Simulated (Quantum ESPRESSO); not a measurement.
**Zr (Zirconium): from the cell to the phonon bands**

How does Zr (Zirconium) vibrate, and is this structure a minimum?

Main program and level: Quantum ESPRESSO 7.5; DFT PBEsol, scalar-relativistic, plane waves, PseudoDojo norm-conserving pseudopotentials.

### Step 1. Set-up

It takes space group P6_3/mmc (No. 194, hexagonal). The conventional cell has a = 3.232 Å, b = 3.232 Å, c = 5.147 Å, α = 90.00°, β = 90.00°, γ = 120.00°. Nearest to Zr lie 12 Zr at 3.18 to 3.23 Å.

### Step 2. A probe with smearing

A cheap run with smearing and empty bands tells whether the crystal has a gap, which decides between fixed occupations and smearing later on.

Contents of probe.in:

```
&control
   calculation = 'scf'
   prefix = 'x'
   outdir = './tmp'
   pseudo_dir = './pseudo'
   tprnfor = .true.
   tstress = .true.
   verbosity = 'high'
/
&system
   ibrav = 0
   nat = 2
   ntyp = 1
   ecutwfc = 66.0
   occupations = 'smearing'
   smearing = 'gaussian'
   degauss = 0.01
/
&electrons
   conv_thr = 1.0d-07
   mixing_beta = 0.7
   electron_maxstep = 100
/
ATOMIC_SPECIES
 Zr     91.2240  Zr.upf
CELL_PARAMETERS angstrom
     3.232000000    0.000000000    0.000000000
    -1.616000000    2.798994105    0.000000000
     0.000000000    0.000000000    5.147000000
ATOMIC_POSITIONS crystal
 Zr     0.333333333   0.666666667   0.250000000
 Zr     0.666666667   0.333333333   0.750000000
K_POINTS automatic
 6 6 4 0 0 0
```

Started as:

```sh
OMP_NUM_THREADS=1 mpirun -n 4 pw.x -nk 4 -in probe.in > probe.out
```

Output:

```text
[banners, grids, parts of the stress and lines that vanish by symmetry left out]
Program PWSCF v.7.5
     Message from routine setup:
     using ibrav=0 with symmetry is DISCOURAGED, use correct ibrav instead
[...]
kinetic-energy cutoff     =      66.0000  Ry
     charge density cutoff     =     264.0000  Ry
     scf convergence threshold =      1.0E-07
[...]
Exchange-correlation= PBESOL
                           (   1   4  10   8   0   0   0)
[...]
24 Sym. Ops., with inversion, found (12 have fractional translation)
[...]
(     0          1          0      )
                  (     0          0          1      )
[...]
(  0.0000000  1.0000000  0.0000000 )
                  (  0.0000000  0.0000000  1.0000000 )
[...]
(     0         -1          0      )       (  0.0000000 )
[...]
(  0.0000000  0.0000000  1.0000000 )
[...]
(    -1          0          0      )
                  (     0          0          1      )
[...]
( -0.8660254 -0.5000000  0.0000000 )
                  (  0.0000000  0.0000000  1.0000000 )
[...]
number of k points=    21  Gaussian smearing, width (Ry)=  0.0100
[...]
End of self-consistent calculation
[...]
the Fermi energy is    14.0328 ev
!    total energy              =    -202.38607067 Ry
[...]
convergence has been achieved in   5 iterations
[...]
atom    1 type  1   force =    -0.00000000   -0.00000000    0.00000000
     atom    2 type  1   force =     0.00000000    0.00000000    0.00000000
[...]
Total force =     0.000000     Total SCF correction =     0.000000
[...]
total   stress  (Ry/bohr**3)                   (kbar)     P=      -33.67
[...]
XML data file, charge density, pseudopotentials, collected wavefunctions

   JOB DONE.
```

Run time: 3.2 s. Hardware: 4 MPI ranks of Arm Neoverse V1, shared host; 13 s of CPU time.

Numbers from this step:

| Item | Value |
| --- | --- |
| volume per atom | 23.28 Å³ |
| pressure | -3.368 GPa |
| gap on the k-mesh | 0 eV |

No gap opens on this mesh, so smearing is kept; the start stands at -3.4 GPa.

### Step 3. Relaxing the cell and atoms

The relaxation runs at a cutoff a fifth above that of the response, since stress converges more slowly with the basis than frequencies do. Forces and stress are brought to rest with tight thresholds.

Contents of relax.in:

```
&control
   calculation = 'vc-relax'
   prefix = 'x'
   outdir = './tmp'
   pseudo_dir = './pseudo'
   tprnfor = .true.
   tstress = .true.
   forc_conv_thr = 2.0d-05
   etot_conv_thr = 1.0d-07
   nstep = 40
/
&system
   ibrav = 0
   nat = 2
   ntyp = 1
   ecutwfc = 79
   occupations = 'smearing'
   smearing = 'mv'
   degauss = 0.02
/
&electrons
   conv_thr = 1.0d-11
   mixing_beta = 0.7
   electron_maxstep = 100
/
&ions
/
&cell
   press_conv_thr = 0.2
/
ATOMIC_SPECIES
 Zr     91.2240  Zr.upf
CELL_PARAMETERS angstrom
     3.232000000    0.000000000    0.000000000
    -1.616000000    2.798994105    0.000000000
     0.000000000    0.000000000    5.147000000
ATOMIC_POSITIONS crystal
 Zr     0.333333333   0.666666667   0.250000000
 Zr     0.666666667   0.333333333   0.750000000
K_POINTS automatic
 15 15 8 0 0 0
```

Started as:

```sh
OMP_NUM_THREADS=1 mpirun -n 4 pw.x -nk 4 -in relax.in > relax.out
```

Output:

```text
[banners, grids, parts of the stress and lines that vanish by symmetry left out]
[banner, memory and clock lines left out]
Program PWSCF v.7.5

[...]
kinetic-energy cutoff     =      79.0000  Ry
     charge density cutoff     =     316.0000  Ry
     scf convergence threshold =      1.0E-11
[...]
energy convergence thresh.=      1.0E-07
     force convergence thresh. =      2.0E-05
     press convergence thresh. =      2.0E-01
     Exchange-correlation= PBESOL
                           (   1   4  10   8   0   0   0)
[...]
24 Sym. Ops., with inversion, found (12 have fractional translation)
[...]
number of k points=   135  Marzari-Vanderbilt smearing, width (Ry)=  0.0200
[...]
End of self-consistent calculation
[...]
the Fermi energy is    13.9686 ev
!    total energy              =    -202.38633053 Ry
[...]
convergence has been achieved in   8 iterations
[...]
atom    1 type  1   force =     0.00000000    0.00000000    0.00000000
     atom    2 type  1   force =     0.00000000    0.00000000    0.00000000
     Total force =     0.000000     Total SCF correction =     0.000000
[...]
total   stress  (Ry/bohr**3)                   (kbar)     P=      -32.62
[...]
number of bfgs steps    =   0
[...]
CELL_PARAMETERS (angstrom)
[...]
ATOMIC_POSITIONS (crystal)
Zr               0.3333333330        0.6666666670        0.2500000000
Zr               0.6666666670        0.3333333330        0.7500000000
[...]
New effective cutoffs (rho, wfc):  319.35   79.91
[...]
End of self-consistent calculation
[...]
the Fermi energy is    14.2428 ev
!    total energy              =    -202.38722082 Ry
[...]
convergence has been achieved in   6 iterations
[...]
atom    1 type  1   force =    -0.00000000   -0.00000000    0.00000000
     atom    2 type  1   force =     0.00000000    0.00000000    0.00000000
     Total force =     0.000000     Total SCF correction =     0.000000
[...]
total   stress  (Ry/bohr**3)                   (kbar)     P=      -17.42
[...]
number of bfgs steps    =   1
[...]
CELL_PARAMETERS (angstrom)
[...]
ATOMIC_POSITIONS (crystal)
Zr               0.3333333330        0.6666666670        0.2500000000
Zr               0.6666666670        0.3333333330        0.7500000000
[...]
New effective cutoffs (rho, wfc):  323.72   81.01
[...]
End of self-consistent calculation
[...]
the Fermi energy is    14.5588 ev
!    total energy              =    -202.38756270 Ry
[...]
convergence has been achieved in   7 iterations
[...]
atom    1 type  1   force =     0.00000000    0.00000000    0.00000000
     atom    2 type  1   force =     0.00000000    0.00000000    0.00000000
     Total force =     0.000000     Total SCF correction =     0.000000
[...]
total   stress  (Ry/bohr**3)                   (kbar)     P=        0.83
[...]
number of bfgs steps    =   2
[...]
CELL_PARAMETERS (angstrom)
[...]
ATOMIC_POSITIONS (crystal)
[...]
New effective cutoffs (rho, wfc):  323.76   81.02
[...]
End of self-consistent calculation
[...]
the Fermi energy is    14.5491 ev
!    total energy              =    -202.38756812 Ry
[...]
total   stress  (Ry/bohr**3)                   (kbar)     P=       -0.10
[...]
number of bfgs steps    =   4
[...]
CELL_PARAMETERS (angstrom)
[...]
ATOMIC_POSITIONS (crystal)
[...]
New effective cutoffs (rho, wfc):  324.54   81.23
[...]
the Fermi energy is    14.5456 ev
!    total energy              =    -202.38758024 Ry
[...]
convergence has been achieved in   6 iterations
[...]
atom    1 type  1   force =    -0.00000000    0.00000000   -0.00000000
     atom    2 type  1   force =     0.00000000   -0.00000000    0.00000000
     Total force =     0.000000     Total SCF correction =     0.000000
[...]
total   stress  (Ry/bohr**3)                   (kbar)     P=       -0.16
[...]
number of bfgs steps    =   5
[...]
CELL_PARAMETERS (angstrom)
[...]
ATOMIC_POSITIONS (crystal)
[...]
New effective cutoffs (rho, wfc):  324.66   81.26
[...]
the Fermi energy is    14.5480 ev
!    total energy              =    -202.38758040 Ry
[...]
convergence has been achieved in   5 iterations
[...]
atom    1 type  1   force =     0.00000000   -0.00000000    0.00000000
     atom    2 type  1   force =    -0.00000000    0.00000000   -0.00000000
     Total force =     0.000000     Total SCF correction =     0.000000
[...]
total   stress  (Ry/bohr**3)                   (kbar)     P=       -0.04
[...]
number of bfgs steps    =   6
[...]
small trust_radius: resetting bfgs history
[...]
CELL_PARAMETERS (angstrom)
[...]
ATOMIC_POSITIONS (crystal)
[...]
New effective cutoffs (rho, wfc):  324.67   81.26
[...]
End of self-consistent calculation
[...]
the Fermi energy is    14.5483 ev
!    total energy              =    -202.38758040 Ry
[...]
convergence has been achieved in   3 iterations
[...]
atom    1 type  1   force =    -0.00000000   -0.00000000    0.00000000
     atom    2 type  1   force =     0.00000000    0.00000000   -0.00000000
     Total force =     0.000000     Total SCF correction =     0.000000
[...]
total   stress  (Ry/bohr**3)                   (kbar)     P=       -0.02
[...]
bfgs converged in   8 scf cycles and   7 bfgs steps
[...]
End of BFGS Geometry Optimization
     Final enthalpy           =    -202.3875804017 Ry
     File ./tmp/x.bfgs deleted, as requested
[...]
CELL_PARAMETERS (angstrom)
[...]
ATOMIC_POSITIONS (crystal)
Zr               0.3333333330        0.6666666670        0.2500000000
Zr               0.6666666670        0.3333333330        0.7500000000
[...]
Final scf calculation at the relaxed structure.
[...]
kinetic-energy cutoff     =      79.0000  Ry
     charge density cutoff     =     316.0000  Ry
     scf convergence threshold =      1.0E-13
[...]
press convergence thresh. =      2.0E-01
     Exchange-correlation= PBESOL
                           (   1   4  10   8   0   0   0)
[...]
24 Sym. Ops., with inversion, found (12 have fractional translation)
[...]
number of k points=   135  Marzari-Vanderbilt smearing, width (Ry)=  0.0200
[...]
c_bands:  1 eigenvalues not converged
     c_bands:  1 eigenvalues not converged
     c_bands:  2 eigenvalues not converged
     c_bands:  1 eigenvalues not converged
[...]
c_bands:  1 eigenvalues not converged
     c_bands:  1 eigenvalues not converged
[...]
End of self-consistent calculation
[...]
the Fermi energy is    14.5483 ev
!    total energy              =    -202.38757279 Ry
[...]
convergence has been achieved in  10 iterations
[...]
atom    1 type  1   force =     0.00000000    0.00000000    0.00000000
     atom    2 type  1   force =     0.00000000    0.00000000    0.00000000
     Total force =     0.000000     Total SCF correction =     0.000000
[...]
total   stress  (Ry/bohr**3)                   (kbar)     P=       -0.03
[...]
XML data file, charge density, pseudopotentials, collected wavefunctions
```

Elapsed: 3.7 min, on 4 MPI ranks; 15 min of CPU time.

Step by step:

```tsv
step	energy less that of the first step (eV)	largest force (eV/Å)	pressure (GPa)	volume (Å³)
1	0.0000	0.0000	-3.26	46.56
2	-0.0121	0.0000	-1.74	45.79
3	-0.0168	0.0000	0.08	44.93
4	-0.0168	0.0000	0.02	44.96
5	-0.0169	0.0000	-0.01	44.97
6	-0.0170	0.0000	-0.02	44.96
7	-0.0170	0.0000	0.00	44.95
8	-0.0170	0.0000	0.00	44.95
9	-0.0169	0.0000	0.00	44.95
```

```tsv
conventional cell, symmetrised	before	after	change
a (Å)	3.232	3.187	-1.4 %
b (Å)	3.232	3.187	-1.4 %
c (Å)	5.147	5.112	-0.7 %
volume (Å³/atom)	23.28	22.48	-3.5 %
```

The relaxed structure:

```
Zr
1.0
     3.18661    0.00000    0.00000
    -1.59331    2.75969    0.00000
     0.00000    0.00000    5.11170
Zr
2
Cartesian
  0.0000 1.8398 1.2779
  1.5933 0.9199 3.8338
```

The last row of the table of steps is pw.x's closing run on a basis chosen anew for the final cell, so its energy can jump.

This step gave:

```yaml
volume_per_atom: 22.48 Å³
pressure: -0.002667 GPa
```

The volume changes by -3.5 % from the cell with which this run began.

### Step 4. Self-consistent run for the response

Perturbation theory inherits every error of the wavefunctions, so the threshold is set near the limit of the arithmetic. Smearing stays on, as the first look found no gap above 0.3 eV.

Contents of scf.in:

```
&control
   calculation = 'scf'
   prefix = 'x'
   outdir = './tmp'
   pseudo_dir = './pseudo'
   tprnfor = .true.
   tstress = .true.
/
&system
   ibrav = 0
   nat = 2
   ntyp = 1
   ecutwfc = 66.0
   occupations = 'smearing'
   smearing = 'mv'
   degauss = 0.02
/
&electrons
   conv_thr = 1.0d-12
   mixing_beta = 0.7
   electron_maxstep = 100
/
ATOMIC_SPECIES
 Zr     91.2240  Zr.upf
CELL_PARAMETERS angstrom
     3.186610359    0.000000000    0.000000000
    -1.593305180    2.759685523    0.000000000
     0.000000000    0.000000000    5.111699714
ATOMIC_POSITIONS crystal
 Zr     0.333333333   0.666666667   0.250000000
 Zr     0.666666667   0.333333333   0.750000000
K_POINTS automatic
 15 15 8 0 0 0
```

Started as:

```sh
OMP_NUM_THREADS=1 mpirun -n 4 pw.x -nk 4 -in scf.in > scf.out
```

Output:

```text
[banners, grids, parts of the stress and lines that vanish by symmetry left out]
[banner, memory and clock lines left out]
Program PWSCF v.7.5

[...]
kinetic-energy cutoff     =      66.0000  Ry
     charge density cutoff     =     264.0000  Ry
     scf convergence threshold =      1.0E-12
[...]
Exchange-correlation= PBESOL
                           (   1   4  10   8   0   0   0)
[...]
24 Sym. Ops., with inversion, found (12 have fractional translation)
[...]
number of k points=   135  Marzari-Vanderbilt smearing, width (Ry)=  0.0200
[...]
End of self-consistent calculation
[...]
the Fermi energy is    14.5483 ev
!    total energy              =    -202.38751983 Ry
[...]
convergence has been achieved in   9 iterations
[...]
atom    1 type  1   force =    -0.00000000   -0.00000000    0.00000000
     atom    2 type  1   force =     0.00000000    0.00000000    0.00000000
     Total force =     0.000000     Total SCF correction =     0.000000
[...]
total   stress  (Ry/bohr**3)                   (kbar)     P=       -0.17
[...]
XML data file, charge density, pseudopotentials, collected wavefunctions
```

Elapsed: 21 s, on 4 MPI ranks.

Read from the output:

- pressure: -0.01667 GPa

The cell stands at -0.017 GPa, close enough for phonons.

### Step 5. Levels on a dense mesh

The coupling is a sum over pairs of states at the Fermi level and needs a much denser mesh than the density does.

scf_fit.in, as its differences from scf.in of step 4:

```diff
@@ -16,5 +16,6 @@
    degauss = 0.02
+   la2F = .true.
 /
 &electrons
-   conv_thr = 1.0d-12
+   conv_thr = 1.0d-10
    mixing_beta = 0.7
@@ -32,2 +33,2 @@
 K_POINTS automatic
- 15 15 8 0 0 0
+ 30 30 16 0 0 0
```

Started as:

```sh
OMP_NUM_THREADS=1 mpirun -n 4 pw.x -nk 4 -in scf_fit.in > scf_fit.out
```

Output:

```text
[banners, grids, parts of the stress and lines that vanish by symmetry left out]
[banner, memory and clock lines left out]
Program PWSCF v.7.5

[...]
kinetic-energy cutoff     =      66.0000  Ry
     charge density cutoff     =     264.0000  Ry
     scf convergence threshold =      1.0E-10
[...]
Exchange-correlation= PBESOL
                           (   1   4  10   8   0   0   0)
[...]
24 Sym. Ops., with inversion, found (12 have fractional translation)
[...]
number of k points=   819  Marzari-Vanderbilt smearing, width (Ry)=  0.0200
[...]
c_bands:  1 eigenvalues not converged
[...]
End of self-consistent calculation
[...]
the Fermi energy is    14.5476 ev
!    total energy              =    -202.38750303 Ry
[...]
convergence has been achieved in   8 iterations
[...]
atom    1 type  1   force =    -0.00000000   -0.00000000    0.00000000
     atom    2 type  1   force =     0.00000000    0.00000000    0.00000000
     Total force =     0.000000     Total SCF correction =     0.000000
[...]
total   stress  (Ry/bohr**3)                   (kbar)     P=        0.04
[...]
XML data file, charge density, pseudopotentials, collected wavefunctions
```

Run time: 1.9 min. Hardware: 4 MPI ranks; 7.6 min of CPU time.

Numbers from this step:

* pressure: 0.003667 GPa

### Step 6. Ground state

The run on the dense mesh left its levels for the electron-phonon sums; ph.x needs the ground state on the coarse mesh, so pw.x runs once more in the same folder.

scf.in is that of step 4.

Started as:

```sh
OMP_NUM_THREADS=1 mpirun -n 4 pw.x -nk 4 -in scf.in > scf.out
```

Output:

```text
[banners, grids, parts of the stress and lines that vanish by symmetry left out]
[banner, memory and clock lines left out]
Program PWSCF v.7.5

[...]
kinetic-energy cutoff     =      66.0000  Ry
     charge density cutoff     =     264.0000  Ry
     scf convergence threshold =      1.0E-12
[...]
Exchange-correlation= PBESOL
                           (   1   4  10   8   0   0   0)
[...]
24 Sym. Ops., with inversion, found (12 have fractional translation)
[...]
number of k points=   135  Marzari-Vanderbilt smearing, width (Ry)=  0.0200
[...]
End of self-consistent calculation
[...]
the Fermi energy is    14.5483 ev
!    total energy              =    -202.38751983 Ry
[...]
convergence has been achieved in   9 iterations
[...]
atom    1 type  1   force =    -0.00000000   -0.00000000    0.00000000
     atom    2 type  1   force =     0.00000000    0.00000000    0.00000000
     Total force =     0.000000     Total SCF correction =     0.000000
[...]
total   stress  (Ry/bohr**3)                   (kbar)     P=       -0.17
[...]
XML data file, charge density, pseudopotentials, collected wavefunctions
```

It took 22 s on 4 MPI ranks.

This step gave:

```
pressure : -0.01667 GPa
```

(Continued in part 2 of 3.)

[Host names and launcher messages were left out of these logs when they were recorded.]

[Logs are printed without paths, hosts, clocks, repeated set-up lines and the standing remarks that a program may print on its own settings, such as how far it seeks lower states.]

[Hosts, paths, dates, database ids (printed as entryN), source tags and the programs' standing remarks are cut or masked in the printed files.]
